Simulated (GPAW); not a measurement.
Consider BaYFe4O7 (I-4).

```xyz
13
Lattice="-3.1660 3.1660 4.6774 3.1660 -3.1660 4.6774 3.1660 3.1660 -4.6774" Properties=species:S:1:pos:R:3 pbc="T T T"
Ba    3.1660    0.0000    2.3387
Y     0.0000    0.0000    0.0000
Fe    1.5246   -0.1943    5.8001
Fe    1.6414    3.3603    1.1227
Fe    0.1943    1.5246    3.5546
Fe    2.9716    1.6414   -1.1227
O     0.0000    3.1660    2.3387
O     0.0000    0.0000    2.2965
O     0.0000    0.0000    7.0582
O     1.2440    1.9166   -0.2257
O     1.9220    1.2493    4.4516
O     4.4153    1.2440    0.2257
O    -1.2493    1.9220    4.9031
```

Absorber: atom 7, with 4 Fe at 2.05 Å (tetrahedral, site symmetry -4). Method: GPAW, LDA, excited-electron core hole (neutral cell), 13-atom cell with 6.3 Å between holes, 5×5×5 k points, dipole transitions, Gaussian full width 0.9 eV up to 4 eV, rising linearly to 3.5 eV at 25 eV.

Where do the maxima of the O K edge fall?

Main maxima up to 24 eV above the zero (height): 1.3 eV (1.83), 7.6 eV (2.02) and 13.3 eV (0.81). A K edge sees empty p states; the first features are O p mixed into the empty d states of the Fe neighbours, and the broad ones above probably into the cations' higher empty bands. The total-energy difference is 525.42 eV. The functional leaves an error in such absolute values: in the free atom LDA prices this hole 4.1 eV below PBE (computed apart), and PBE is itself good to a few eV.

The O K spectrum (energy from the lowest empty level; intensity scaled to a mean of 1 over the first 20 eV; polarised curves are means over the symmetry-equivalent atoms):

```csv
E (eV),isotropic,ε ⊥ c,ε ∥ c
-2.0,0.00,0.00,0.00
-1.0,0.01,0.01,0.01
0.0,0.76,0.78,0.72
1.0,1.62,1.67,1.52
2.0,0.63,0.64,0.61
3.0,0.60,0.74,0.33
4.0,0.95,0.92,1.01
5.0,1.06,0.94,1.30
6.0,1.80,1.85,1.70
7.0,1.95,1.69,2.46
8.0,1.97,1.84,2.25
9.0,1.44,1.56,1.20
10.0,0.92,0.99,0.77
11.0,0.77,0.78,0.75
12.0,0.75,0.73,0.78
13.0,0.80,0.81,0.79
14.0,0.78,0.81,0.71
15.0,0.67,0.70,0.61
16.0,0.59,0.60,0.59
17.0,0.59,0.59,0.59
18.0,0.62,0.62,0.61
19.0,0.63,0.62,0.64
20.0,0.64,0.64,0.65
21.0,0.72,0.73,0.70
22.0,0.85,0.88,0.80
23.0,0.97,0.99,0.93
24.0,1.02,1.01,1.05
25.0,1.05,1.02,1.12
26.0,1.08,1.05,1.14
27.0,1.11,1.10,1.12
28.0,1.09,1.10,1.08
29.0,1.03,1.04,1.02
30.0,0.96,0.96,0.96
31.0,0.89,0.88,0.90
32.0,0.83,0.83,0.82
```

The hole lies in one spin channel, while the script sums the empty states of both and takes the lower zero; where the two channels are split, this blurs and shifts the curve. The unit cell's mesh shows no gap over 0.35 eV. That is right for a metallic compound; for a small-gap or correlated insulator it would be the fault of the functional or of the assumed magnetic order, and the hole would be screened too well. The crystal has 3 inequivalent O sites and not all are shown here, while a measurement adds them all. The spins start ferromagnetically in a simple order, which needn't be the measured one; gap and edge can depend on it. The holes are only 6.3 Å apart, so the shape is probably not converged with cell size; no larger cell was run here. The mesh is coarse (0.27 Å⁻¹ between points), so small maxima may be mesh ripples. The structure is a computed Materials Project entry and may be a hypothetical form.

[Banner, clock and machine lines of the logs are left out without a mark of their own.]

[Logs are printed without paths, hosts, clocks, repeated set-up lines and the standing remarks that a program may print on its own settings, such as how far it seeks lower states.]

[Hosts, paths, dates, database ids (printed as entryN), source tags and the programs' standing remarks are cut or masked in the printed files.]

[Lists of maxima count a maximum above −3 eV only where it reaches 4 % of the highest in the window and stands out from its surroundings by 2 % of it (1.5 % where it reaches 55 %); shoulders and weaker maxima are passed over, and of the rest the first, up to two pre-edge ones and the few strongest are named.]
